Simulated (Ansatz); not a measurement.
**Preparing Na2CrO4 (Cmcm) as a host crystal**

Aim: the runs on the perfect crystal Na2CrO4 (Cmcm) that a defect calculation needs first.

Calculated with Ansatz 0.2.0; plane-wave PAW DFT, PBEsol; relaxation of the defect-free supercell from random displacements, a test of the host's stability.

## Step 1: The structure

The cell holds 56 atoms: 16 Na, 8 Cr and 32 O. Its edges and angles: a = 11.628 Å, b = 9.203 Å, c = 10.917 Å, α = 70.0°, β = 48.1°, γ = 61.9°.

## Step 2: Defect free supercell relaxed from displaced atoms

The input displaces the atoms at random before the relaxation, so that it can leave a symmetric saddle if there is one.

pristine.rattled/input.yaml

```yaml
crystal:
  lattice:
    - [0.0, 9.2109231779, 7.0964823544]
    - [5.8593077308, 0.0, 7.0964823544]
    - [5.8593077308, 9.2109231779, 0.0]
  atoms:
    - { symbol: Na, position: [0.0329605498, 0.2170394502, 0.2829605498] }
    - { symbol: Na, position: [0.0329605498, 0.2170394502, 0.7829605498] }
    - { symbol: Na, position: [0.5329605498, 0.7170394502, 0.2829605498] }
    - { symbol: Na, position: [0.5329605498, 0.7170394502, 0.7829605498] }
    - { symbol: Na, position: [0.4670394502, 0.2829605498, 0.2170394502] }
    - { symbol: Na, position: [0.4670394502, 0.2829605498, 0.7170394502] }
    - { symbol: Na, position: [0.9670394502, 0.7829605498, 0.2170394502] }
    - { symbol: Na, position: [0.9670394502, 0.7829605498, 0.7170394502] }
    - { symbol: Na, position: [0.25, 0.75, 0.25] }
    - { symbol: Na, position: [0.25, 0.75, 0.75] }
    - { symbol: Na, position: [0.75, 0.25, 0.25] }
    - { symbol: Na, position: [0.75, 0.25, 0.75] }
    - { symbol: Na, position: [0.0, 0.5, 0.0] }
    - { symbol: Na, position: [0.0, 0.5, 0.5] }
    - { symbol: Na, position: [0.5, 0.0, 0.0] }
    - { symbol: Na, position: [0.5, 0.0, 0.5] }
    - { symbol: Cr, position: [0.1981344052, 0.0518655948, 0.4481344052] }
    - { symbol: Cr, position: [0.1981344052, 0.0518655948, 0.9481344052] }
    - { symbol: Cr, position: [0.6981344052, 0.5518655948, 0.4481344052] }
    - { symbol: Cr, position: [0.6981344052, 0.5518655948, 0.9481344052] }
    - { symbol: Cr, position: [0.3018655948, 0.4481344052, 0.0518655948] }
    - { symbol: Cr, position: [0.3018655948, 0.4481344052, 0.5518655948] }
    - { symbol: Cr, position: [0.8018655948, 0.9481344052, 0.0518655948] }
    - { symbol: Cr, position: [0.8018655948, 0.9481344052, 0.5518655948] }
    - { symbol: O, position: [0.1566552762, 0.4061672078, 0.0938327922] }
    - { symbol: O, position: [0.1566552762, 0.4061672078, 0.5938327922] }
    - { symbol: O, position: [0.6566552762, 0.9061672078, 0.0938327922] }
    - { symbol: O, position: [0.6566552762, 0.9061672078, 0.5938327922] }
    - { symbol: O, position: [0.1561672078, 0.9066552762, 0.0933447238] }
    - { symbol: O, position: [0.1561672078, 0.9066552762, 0.5933447238] }
    - { symbol: O, position: [0.6561672078, 0.4066552762, 0.0933447238] }
    - { symbol: O, position: [0.6561672078, 0.4066552762, 0.5933447238] }
    - { symbol: O, position: [0.3433447238, 0.0938327922, 0.4061672078] }
    - { symbol: O, position: [0.3433447238, 0.0938327922, 0.9061672078] }
    - { symbol: O, position: [0.8433447238, 0.5938327922, 0.4061672078] }
    - { symbol: O, position: [0.8433447238, 0.5938327922, 0.9061672078] }
    - { symbol: O, position: [0.3438327922, 0.5933447238, 0.4066552762] }
    - { symbol: O, position: [0.3438327922, 0.5933447238, 0.9066552762] }
    - { symbol: O, position: [0.8438327922, 0.0933447238, 0.4066552762] }
    - { symbol: O, position: [0.8438327922, 0.0933447238, 0.9066552762] }
    - { symbol: O, position: [0.0311234352, 0.2188765648, 0.0104148351] }
    - { symbol: O, position: [0.0311234352, 0.2188765648, 0.5104148351] }
    - { symbol: O, position: [0.5311234352, 0.7188765648, 0.0104148351] }
    - { symbol: O, position: [0.5311234352, 0.7188765648, 0.5104148351] }
    - { symbol: O, position: [0.4688765648, 0.2811234352, 0.4895851649] }
    - { symbol: O, position: [0.4688765648, 0.2811234352, 0.9895851649] }
    - { symbol: O, position: [0.9688765648, 0.7811234352, 0.4895851649] }
    - { symbol: O, position: [0.9688765648, 0.7811234352, 0.9895851649] }
    - { symbol: O, position: [0.2604148351, 0.9895851649, 0.2811234352] }
    - { symbol: O, position: [0.2604148351, 0.9895851649, 0.7811234352] }
    - { symbol: O, position: [0.7604148351, 0.4895851649, 0.2811234352] }
    - { symbol: O, position: [0.7604148351, 0.4895851649, 0.7811234352] }
    - { symbol: O, position: [0.2395851649, 0.5104148351, 0.2188765648] }
    - { symbol: O, position: [0.2395851649, 0.5104148351, 0.7188765648] }
    - { symbol: O, position: [0.7395851649, 0.0104148351, 0.2188765648] }
    - { symbol: O, position: [0.7395851649, 0.0104148351, 0.7188765648] }
basis:
  ecutwfc: 420
  xc_grid: 2
hamiltonian:
  xc: pbesol
kpoints:
  mp_grid: { grid: [1, 1, 1], shift: [0.25, 0.25, 0.25] }
scf:
  occupations: { method: fermi_dirac, width: 0.01 }
  max_iter: 80
output:
  forces: true
relax:
  f_tol: 0.01
  max_steps: 120
  random_displacement: { amplitude: 0.08, seed: 6902 }
checkpoint:
  write: "../pristine.rattled.run"
  compress: false
  write_wavefunctions: false
  write_every: 100000
```

Launch:

```
$ ansatz run input.yaml --threads 4 --pin off --max-ram 7536MiB --backend cpu --events-out ev --progress --plain --runs-dir out
```

Numbers of over 12 decimals in the logs are rounded to 6 here.

The program printed:

```text
[... repeated set-up lines and file paths are left out, and long positions are rounded to six places ...]
Engine: ansatz 0.2.0, aarch64-unknown-linux-gnu
Pseudopotentials: kind: paw
Pseudopotential: Na, paw, valence charge 9, recommended cutoff 420 eV (normal), Na.paw.azcp
Pseudopotential: Cr, paw, valence charge 14, recommended cutoff 420 eV (normal), Cr.paw.azcp
Pseudopotential: O, paw, valence charge 6, recommended cutoff 420 eV (normal), O.paw.azcp
Functional definition: PBEsol
  exchange = pbesol_x
  correlation = pbesol_c
Crystal: 56 atoms, lattice volume = 765.989 Å³
Basis set: ecut = 420 eV, 15027 PW (Γ), exchange–correlation on 160×128×150 points (8 copies of the dense FFT grid, shifted against one another)
Bands: 280, of which v1, the nominal top of the filled ones, is band 224 counted from 1 (223 counted from 0)
Symmetry: 1 space group operations
k-points: 1
Non-local potential: Na, projectors of the file, l = 0: 3, l = 1: 2, l = 2: 1
Non-local potential: Cr, projectors of the file, l = 0: 3, l = 1: 2, l = 2: 3, l = 3: 1
Non-local potential: O, projectors of the file, l = 0: 2, l = 1: 2, l = 2: 1
PAW form: soft (Blöchl's): semilocal exchange-correlation on the pseudo side does not see the compensation charge
PAW frozen core: Na, regenerated for the run's functional, and the local potential with it (the file was generated under x = pbe(κ = 0.804, μ = 0.219515), c = pbe(β = 0.066725))
PAW frozen core: Cr, regenerated for the run's functional, and the local potential with it (the file was generated under x = pbe(κ = 0.804, μ = 0.219515), c = pbe(β = 0.066725))
PAW frozen core: O, regenerated for the run's functional, and the local potential with it (the file was generated under x = pbe(κ = 0.804, μ = 0.219515), c = pbe(β = 0.066725))
PAW one-centre angular grid: Na, 110 points (default); XC on 64 Gauss nodes
PAW one-centre angular grid: Cr, 590 points (default); XC on 64 Gauss nodes
PAW one-centre angular grid: O, 110 points (default); XC on 64 Gauss nodes
Initial density: superposition of atomic densities (neutral atoms: chi_scale 0, normalization atom), corrected by the library's trained network
Initial wavefunctions: pseudopotential atomic-orbital guess
Functional: x = pbesol(κ = 0.804, μ = 0.123457), c = pbesol(β = 0.046)
SCF iter   1: F=—  HF=-68379.922599 eV  |F-HF|=—  |Δ(HF+E_count)|=         —  Δρ=1.32e-2  dr2=1.19e0  ethr=1.77e-3  ⟨swp⟩=6.0  Hψ=918  notcnv=0  defer=33
preconditioner: auto → Resta (q_TF=auto, 2.495 Å⁻¹)  ε∞=3.9  [insulator: Δε(μ)=2.414 eV  Ē_g=14.908 eV  σ=0.010 eV  W_gap=1.00  n_scr=214 (ndim 8)  ℏωp=25.2 eV  f_vac=0.148  D(μ)=0.00/eV (n_scr^D=0)  ε∞_Penn≈3.9]
SCF iter   2: F=—  HF=-68379.901463 eV  |F-HF|=—  |Δ(HF+E_count)|=   2.11e-2  Δρ=1.58e-2  dr2=2.05e0  ethr=2.65e-4  ⟨swp⟩=2.0  Hψ=447  notcnv=0  defer=49
SCF iter   3: F=—  HF=-68379.692468 eV  |F-HF|=—  |Δ(HF+E_count)|=   2.09e-1  Δρ=3.24e-3  dr2=8.86e-2  ethr=2.65e-4  ⟨swp⟩=4.0  Hψ=339  notcnv=0  defer=49
SCF iter   4: F=—  HF=-68379.680958 eV  |F-HF|=—  |Δ(HF+E_count)|=   1.15e-2  Δρ=1.39e-3  dr2=1.73e-2  ethr=1.98e-5  ⟨swp⟩=3.0  Hψ=361  notcnv=0  defer=49
SCF iter   5: F=—  HF=-68379.680041 eV  |F-HF|=—  |Δ(HF+E_count)|=   9.17e-4  Δρ=8.04e-4  dr2=4.98e-3  ethr=3.87e-6  ⟨swp⟩=3.0  Hψ=345  notcnv=0  defer=49
SCF iter   6: F=—  HF=-68379.680343 eV  |F-HF|=—  |Δ(HF+E_count)|=   3.02e-4  Δρ=5.86e-4  dr2=3.15e-3  ethr=1.11e-6  ⟨swp⟩=3.0  Hψ=441  notcnv=0  defer=49
SCF iter   7: F=—  HF=-68379.680078 eV  |F-HF|=—  |Δ(HF+E_count)|=   2.65e-4  Δρ=2.08e-4  dr2=4.15e-4  ethr=7.03e-7  ⟨swp⟩=2.0  Hψ=331  notcnv=0  defer=49
SCF iter   8: F=—  HF=-68379.680389 eV  |F-HF|=—  |Δ(HF+E_count)|=   3.10e-4  Δρ=1.40e-4  dr2=1.71e-4  ethr=9.27e-8  ⟨swp⟩=1.0  Hψ=280  notcnv=0  defer=49
SCF iter   9: F=—  HF=-68379.680414 eV  |F-HF|=—  |Δ(HF+E_count)|=   2.56e-5  Δρ=7.61e-5  dr2=5.57e-5  ethr=3.82e-8  ⟨swp⟩=2.0  Hψ=330  notcnv=0  defer=49
SCF iter  10: F=—  HF=-68379.680420 eV  |F-HF|=—  |Δ(HF+E_count)|=   5.82e-6  Δρ=7.86e-5  dr2=5.37e-5  ethr=1.24e-8  ⟨swp⟩=2.0  Hψ=431  notcnv=0  defer=49
SCF iter  11: F=—  HF=-68379.680416 eV  |F-HF|=—  |Δ(HF+E_count)|=   3.92e-6  Δρ=3.11e-5  dr2=6.64e-6  ethr=1.20e-8  ⟨swp⟩=2.0  Hψ=327  notcnv=0  defer=49
SCF iter  12: F=-68379.680417 eV  HF=-68379.680417 eV  |F-HF|=1.48e-7  |Δ(HF+E_count)|=   5.49e-7  Δρ=1.74e-5  dr2=1.89e-6  ethr=5.58e-10  ⟨swp⟩=3.0  Hψ=732  notcnv=0
SCF 1 converged in 12 iterations: F = -68379.680417 eV  dr2 = 1.89e-6
  greatest PAW one-centre occupation: 1.000 electrons in one spin orbital (limit 2), on the Cr atom at site 23 (counted from 0), in its partial waves of l = 0
relax step   1: F+E_penalty+E_count = -68379.68041679 eV  Δ(F+E_penalty+E_count) = +0.000e0 eV  max|allowed force component| = 7.551e0 eV/Å  Δτ_max = 0.0000 Å  (12 SCF iters, dr2 threshold 2.50e-6 eV, accepted)
[... the SCF cycles and remarks between the steps are left out from here to the last step ...]
relax step   2: F+E_penalty+E_count = -68382.04066773 eV  Δ(F+E_penalty+E_count) = -2.360e0 eV  max|allowed force component| = 3.492e0 eV/Å  Δτ_max = 0.1491 Å  (9 SCF iters, dr2 threshold 1.00e-4 eV, accepted)
relax step   3: F+E_penalty+E_count = -68382.77259634 eV  Δ(F+E_penalty+E_count) = -7.319e-1 eV  max|allowed force component| = 7.910e-2 eV/Å  Δτ_max = 0.0714 Å  (9 SCF iters, dr2 threshold 1.00e-4 eV, accepted)
relax step   4: F+E_penalty+E_count = -68382.77926785 eV  Δ(F+E_penalty+E_count) = -6.672e-3 eV  max|allowed force component| = 1.108e-2 eV/Å  Δτ_max = 0.0440 Å  (10 SCF iters, dr2 threshold 3.91e-7 eV, accepted)
SCF iter   1: F=—  HF=-68382.781193 eV  |F-HF|=—  |Δ(HF+E_count)|=         —  Δρ=1.11e-3  dr2=6.06e-3  ethr=2.07e-5  ⟨swp⟩=3.0  Hψ=489  notcnv=0  defer=40
SCF iter   2: F=—  HF=-68382.780059 eV  |F-HF|=—  |Δ(HF+E_count)|=   1.13e-3  Δρ=6.82e-4  dr2=2.16e-3  ethr=1.35e-6  ⟨swp⟩=1.0  Hψ=322  notcnv=0  defer=40
SCF iter   3: F=—  HF=-68382.779773 eV  |F-HF|=—  |Δ(HF+E_count)|=   2.87e-4  Δρ=4.60e-4  dr2=1.73e-3  ethr=4.82e-7  ⟨swp⟩=2.0  Hψ=359  notcnv=0  defer=40
SCF iter   4: F=—  HF=-68382.779566 eV  |F-HF|=—  |Δ(HF+E_count)|=   2.07e-4  Δρ=3.05e-4  dr2=7.90e-4  ethr=3.87e-7  ⟨swp⟩=2.0  Hψ=419  notcnv=0  defer=40
SCF iter   5: F=—  HF=-68382.779491 eV  |F-HF|=—  |Δ(HF+E_count)|=   7.56e-5  Δρ=6.01e-5  dr2=2.27e-5  ethr=1.76e-7  ⟨swp⟩=2.0  Hψ=278  notcnv=0  defer=40
SCF iter   6: F=—  HF=-68382.779766 eV  |F-HF|=—  |Δ(HF+E_count)|=   2.75e-4  Δρ=3.97e-5  dr2=1.31e-5  ethr=5.06e-9  ⟨swp⟩=2.0  Hψ=438  notcnv=0  defer=40
SCF iter   7: F=—  HF=-68382.779765 eV  |F-HF|=—  |Δ(HF+E_count)|=   5.79e-7  Δρ=1.06e-5  dr2=1.06e-6  ethr=2.92e-9  ⟨swp⟩=2.0  Hψ=336  notcnv=0  defer=40
SCF iter   8: F=—  HF=-68382.779766 eV  |F-HF|=—  |Δ(HF+E_count)|=   6.06e-7  Δρ=6.56e-6  dr2=3.14e-7  ethr=2.37e-10  ⟨swp⟩=2.0  Hψ=432  notcnv=0  defer=40
SCF iter   9: F=—  HF=-68382.779766 eV  |F-HF|=—  |Δ(HF+E_count)|=   1.23e-7  Δρ=8.08e-6  dr2=5.43e-7  ethr=2.23e-11  ⟨swp⟩=4.0  Hψ=752  notcnv=0
SCF iter  10: F=-68382.779766 eV  HF=-68382.779766 eV  |F-HF|=1.57e-8  |Δ(HF+E_count)|=   1.91e-8  Δρ=2.29e-6  dr2=4.36e-8  ethr=2.23e-11  ⟨swp⟩=2.0  Hψ=785  notcnv=0
SCF 5 converged in 10 iterations: F = -68382.779766 eV  dr2 = 4.36e-8
relax step   5: F+E_penalty+E_count = -68382.77976594 eV  Δ(F+E_penalty+E_count) = -4.981e-4 eV  max|allowed force component| = 4.540e-3 eV/Å  Δτ_max = 0.0150 Å  (10 SCF iters, accepted)
SCF converged after 10 iterations
Free energy (F): -68382.779766 eV
Harris-Foulkes:  -68382.779766 eV  (|F-HF|=1.57e-8)
Internal energy: -68382.779766 eV  (E = F + TS)
E sigma→0 (E₀):  -68382.779766 eV
Fermi energy:    4.324729 eV
--- Per-component energies (eV) ---
  E_band       = -6853.164436
  E_kinetic    = 10222.952358
  E_local      = -50441.424051  (includes V_loc(G=0)·N_el)
  E_nonlocal   = 4018.575293
  E_hartree    = 19081.876422
  E_xc         = -4041.728272
  E_vxc        = -5187.561881  (∫ρ·V_xc dr)
  E_paw        = -18235.102555  (= ΣΔE_a)
  E_vpaw       = -3629.553428  (= ΣTr[D̂ρ^β])
  E_aug_tail   = 0.080346  (compensation charges beyond the density's cutoff)
  E_ewald      = -28991.293616
  E_core_change = 3.284309  (= ΣΔE_core)
  E_smearing   = -0.000000  (= −TS)
  E_closure    = 0.000000  (closes the sum)
  Σ components = -68382.779766   (vs F -68382.779766, Δ=0.00e0)
--- Forces (eV/Å), atoms counted from 1 ---
  atom   1  Na    -0.00126862    -0.00023871     0.00015281
  atom   2  Na     0.00123781     0.00016005     0.00085305
  atom   3  Na     0.00120103    -0.00008638     0.00074681
  atom   4  Na    -0.00109120     0.00049605    -0.00018523
  atom   5  Na    -0.00009059     0.00065247    -0.00080356
  atom   6  Na    -0.00071529     0.00015662     0.00023942
  atom   7  Na    -0.00090797    -0.00019200     0.00004809
  atom   8  Na    -0.00072030    -0.00059149    -0.00087547
  atom   9  Na    -0.00044658     0.00049092    -0.00007501
  atom  10  Na    -0.00029032    -0.00002822    -0.00000327
  atom  11  Na     0.00002981    -0.00056936     0.00008126
  atom  12  Na     0.00056435     0.00014123    -0.00007528
  atom  13  Na     0.00038798     0.00065784    -0.00004991
  atom  14  Na    -0.00094592    -0.00027972     0.00023308
  atom  15  Na     0.00007413    -0.00017579    -0.00024301
  atom  16  Na     0.00012716    -0.00010402    -0.00001096
  atom  17  Cr    -0.00135955    -0.00033333    -0.00095329
  atom  18  Cr    -0.00091056    -0.00070053    -0.00094773
  atom  19  Cr    -0.00145869    -0.00041113     0.00010944
  atom  20  Cr    -0.00093962    -0.00012935    -0.00061355
  atom  21  Cr     0.00169842     0.00045777     0.00009525
  atom  22  Cr     0.00189408     0.00060174     0.00130271
  atom  23  Cr     0.00217774    -0.00018765     0.00083916
  atom  24  Cr     0.00217533     0.00023844     0.00084970
  atom  25  O      0.00261289     0.00050510    -0.00017204
  atom  26  O      0.00071166    -0.00087435     0.00019910
  atom  27  O      0.00007660    -0.00052933     0.00049306
  atom  28  O      0.00218972     0.00010084    -0.00043545
  atom  29  O      0.00453981     0.00033238     0.00022474
  atom  30  O      0.00285499    -0.00105745     0.00001687
  atom  31  O      0.00262323     0.00013274    -0.00066585
  atom  32  O      0.00417963     0.00000799     0.00136239
  atom  33  O     -0.00046493     0.00068153    -0.00037665
  atom  34  O     -0.00217106     0.00031416     0.00051315
  atom  35  O     -0.00175983    -0.00083648     0.00031743
  atom  36  O     -0.00075164     0.00065299    -0.00040516
  atom  37  O     -0.00266283     0.00034415     0.00084297
  atom  38  O     -0.00359863     0.00020753    -0.00083320
  atom  39  O     -0.00402212    -0.00027777    -0.00112211
  atom  40  O     -0.00273121     0.00108991    -0.00046122
  atom  41  O      0.00031568     0.00069672    -0.00032920
  atom  42  O     -0.00077761    -0.00030225    -0.00043594
  atom  43  O      0.00017756    -0.00071010     0.00053522
  atom  44  O      0.00002369     0.00044316     0.00136526
  atom  45  O     -0.00051794    -0.00019081     0.00022522
  atom  46  O      0.00027202    -0.00078888    -0.00066577
  atom  47  O      0.00043400    -0.00059446    -0.00030135
  atom  48  O      0.00001953     0.00014954    -0.00035233
  atom  49  O     -0.00052401    -0.00015353    -0.00028457
  atom  50  O     -0.00029071    -0.00053673    -0.00087660
  atom  51  O      0.00074268    -0.00009965    -0.00051208
  atom  52  O     -0.00127553    -0.00019407     0.00012240
  atom  53  O     -0.00043930    -0.00015209     0.00073752
  atom  54  O     -0.00031184     0.00008686     0.00000529
  atom  55  O     -0.00003387     0.00085327     0.00003251
  atom  56  O      0.00014349     0.00068550     0.00052183
  max |Σ_I F_I| component: 1.18e-5 eV/Å
--- Relaxed structure (5 steps of the walk, 5 accepted, 0 SCFs on fresh bases) ---
  F+E_penalty+E_count = -68382.77976594 eV   max|allowed force component| = 4.540e-3 eV/Å
  atoms:
    - { symbol: Na, position: [0.034142, 0.217845, 0.282364] }
    - { symbol: Na, position: [0.035011, 0.215398, 0.781423] }
    - { symbol: Na, position: [0.534994, 0.715404, 0.281463] }
    - { symbol: Na, position: [0.534105, 0.717845, 0.782299] }
    - { symbol: Na, position: [0.469203, 0.283089, 0.215369] }
    - { symbol: Na, position: [0.469263, 0.281462, 0.715358] }
    - { symbol: Na, position: [0.969365, 0.781363, 0.215313] }
    - { symbol: Na, position: [0.969256, 0.783053, 0.715484] }
    - { symbol: Na, position: [0.251550, 0.749903, 0.248683] }
    - { symbol: Na, position: [0.252494, 0.748775, 0.748346] }
    - { symbol: Na, position: [0.752531, 0.248717, 0.248347] }
    - { symbol: Na, position: [0.751620, 0.249828, 0.748637] }
    - { symbol: Na, position: [0.002258, 0.498976, -0.002050] }
    - { symbol: Na, position: [0.001760, 0.499667, 0.499108] }
    - { symbol: Na, position: [0.501846, -0.000386, -0.000998] }
    - { symbol: Na, position: [0.502334, -0.001038, 0.497957] }
    - { symbol: Cr, position: [0.200288, 0.051547, 0.446577] }
    - { symbol: Cr, position: [0.200278, 0.050833, 0.946533] }
    - { symbol: Cr, position: [0.700258, 0.550757, 0.446582] }
    - { symbol: Cr, position: [0.700206, 0.551547, 0.946598] }
    - { symbol: Cr, position: [0.304045, 0.447588, 0.050197] }
    - { symbol: Cr, position: [0.303933, 0.446961, 0.550341] }
    - { symbol: Cr, position: [0.803943, 0.946983, 0.050328] }
    - { symbol: Cr, position: [0.804106, 0.947542, 0.550215] }
    - { symbol: O, position: [0.158845, 0.405897, 0.091835] }
    - { symbol: O, position: [0.158399, 0.404954, 0.593067] }
    - { symbol: O, position: [0.658346, 0.905036, 0.093116] }
    - { symbol: O, position: [0.658880, 0.905882, 0.591873] }
    - { symbol: O, position: [0.158184, 0.905506, 0.091578] }
    - { symbol: O, position: [0.159046, 0.906017, 0.591515] }
    - { symbol: O, position: [0.658982, 0.406021, 0.091538] }
    - { symbol: O, position: [0.658196, 0.405405, 0.591604] }
    - { symbol: O, position: [0.346067, 0.093297, 0.403617] }
    - { symbol: O, position: [0.345736, 0.092253, 0.904646] }
    - { symbol: O, position: [0.845747, 0.592156, 0.404661] }
    - { symbol: O, position: [0.845957, 0.593349, 0.903646] }
    - { symbol: O, position: [0.345411, 0.592238, 0.405151] }
    - { symbol: O, position: [0.346370, 0.592669, 0.904903] }
    - { symbol: O, position: [0.846451, 0.092623, 0.404921] }
    - { symbol: O, position: [0.845390, 0.092297, 0.905169] }
    - { symbol: O, position: [0.033462, 0.217972, 0.008626] }
    - { symbol: O, position: [0.033130, 0.218513, 0.509842] }
    - { symbol: O, position: [0.533030, 0.718485, 0.009860] }
    - { symbol: O, position: [0.533428, 0.717889, 0.508747] }
    - { symbol: O, position: [0.471060, 0.280042, 0.487552] }
    - { symbol: O, position: [0.470878, 0.280463, 0.988298] }
    - { symbol: O, position: [0.970922, 0.780402, 0.488316] }
    - { symbol: O, position: [0.971068, 0.780050, 0.987442] }
    - { symbol: O, position: [0.261458, 0.989756, 0.279948] }
    - { symbol: O, position: [0.262752, 0.988550, 0.779412] }
    - { symbol: O, position: [0.762684, 0.488525, 0.279460] }
    - { symbol: O, position: [0.761385, 0.489738, 0.779974] }
    - { symbol: O, position: [0.241342, 0.510093, 0.217325] }
    - { symbol: O, position: [0.242298, 0.509242, 0.717000] }
    - { symbol: O, position: [0.742406, 0.009170, 0.216976] }
    - { symbol: O, position: [0.741440, 0.010028, 0.717330] }
```

Run time: 2.2 min. Hardware: 4 threads of Arm Neoverse N1, shared host; peak memory 1.4 GiB; 6.5 min of CPU time.

Step by step:

```csv
step,energy less that of the first step (eV),largest force component (eV/Å)
1,0.0000,7.5514
2,-2.3603,3.4915
3,-3.0922,0.0791
4,-3.0989,0.0111
5,-3.0993,0.0045
```

The atoms that moved most (Å, from the sites as typed, ahead of the random displacement, the mean shift of all atoms taken out):

```csv
atom,dx,dy,dz,length
Na1,0.015,0.000,0.005,0.015
Na4,0.014,-0.001,0.004,0.015
O42,0.008,0.008,0.002,0.012
O43,0.008,0.007,0.001,0.011
O52,0.008,-0.007,-0.002,0.010
O49,0.008,-0.006,-0.001,0.010
Na2,-0.005,0.000,-0.007,0.008
Na8,0.005,0.001,0.007,0.008
```

The relaxation ends 55 meV an atom lower than the displaced start, with a largest force component of 0.0045 eV/Å.

## Step 3: Summary of results

```json
{"symmetric supercell less the displaced and relaxed one": "0.000 eV"}
```

The energy fell by 3.099 eV from the randomly displaced start; against the sites as typed, Na1 ends farthest off, by 0.02 Å, once the mean shift is taken out. The displaced cell ends within 0.01 eV of the symmetric one, so no lower structure shows in this supercell. All at zero temperature.

[Logs are printed without paths, hosts, clocks, repeated set-up lines and the standing remarks that a program may print on its own settings, such as how far it seeks lower states.]

[Hosts, paths, dates, database ids (printed as entryN), source tags and the programs' standing remarks are cut or masked in the printed files.]

[Runs of the host that timed out are not shown.]

[For some hosts the program warned that the k-mesh of the response run may be too coarse for force constants and the static dielectric constant; such warnings are not always shown.]
